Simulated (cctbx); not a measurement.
# Symmetry from intensities

Cell: a = 14.4090 Å, b = 14.4090 Å, c = 6.2540 Å, α = 90.00°, β = 90.00°, γ = 120.00°. Expected content of the cell: Yb18 Sn24.

Simulated single-crystal data (cctbx): Mo Kα, λ = 0.71073 Å, to d = 0.77 Å, 80 % of the full sphere, strongest reflection 20000 counts, noise from counting, a 3 % proportional error and a noise floor of 8 counts (s.d.); no absorption.

Tests on the unmerged data give:

```text
8264 reflections to d = 0.770 A
centring   violations  <I/sigma> of those
    A       1308 of  4137      6.8
    B       1337 of  4145      6.9
    C       1309 of  4112      6.9
    I       1310 of  4140      6.7
    R          1 of  5496      0.0
    F       1977 of  6197      6.9
Laue class    unique    Rint  (classes that these axes allow; Friedel mates merged)
R -3 :H           573   0.027
R -3 m :H         326   0.119
space group    extra absences  I>4sigma  <I/sigma>
R 3 :H                  0          0         -  acentric
R -3 :H                 0          0         -  centric
Wilson B = 0.36 A^2   <|E^2-1|> = 0.741 (0.968 centric, 0.736 acentric)   E^2>4: 1.6 %
shell (A)         n   <I/sigma>
 7.20 - 1.54     74     45.7
 1.54 - 1.22     68     47.9
 1.22 - 1.07     71     40.2
 1.07 - 0.97     77     45.0
 0.97 - 0.90     76     40.8
 0.90 - 0.85     62     35.7
 0.85 - 0.81     82     35.4
 0.81 - 0.77     63     39.7
```

Q: Read the symmetry from these tables.

The reflections that R centring forbids are absent (⟨I/σ⟩ near 0), so the lattice is R.

Rint stays low (0.027) up to R -3 :H and is 0.119 or more in the other classes.

2 settings pass the absence test. No glide or screw absences show, which leaves R 3 and R -3.

⟨|E²−1|⟩ = 0.741 leans to a non-centrosymmetric structure. Here that hint misleads, because twinning averages intensities and lowers the statistic. The Wilson B of 0.36 Å² means U ≈ 0.0046 Å².

The true group is R-3 (no. 148), Laue class -3, centrosymmetric. The tables only narrow the choice to the tied entries; cell content, site symmetry and trial solutions must settle it.

The crystal is twinned by the law (-1 0 0 -1 1 0 0 0 -1) with a minor fraction of 0.4; Rint in the higher class falls towards the noise as the fraction nears 1/2.

This is a model crystal, built by substitution and not relaxed, with assumed displacement parameters.

[Logs are printed without paths, hosts, clocks, repeated set-up lines and the standing remarks that a program may print on its own settings, such as how far it seeks lower states.]
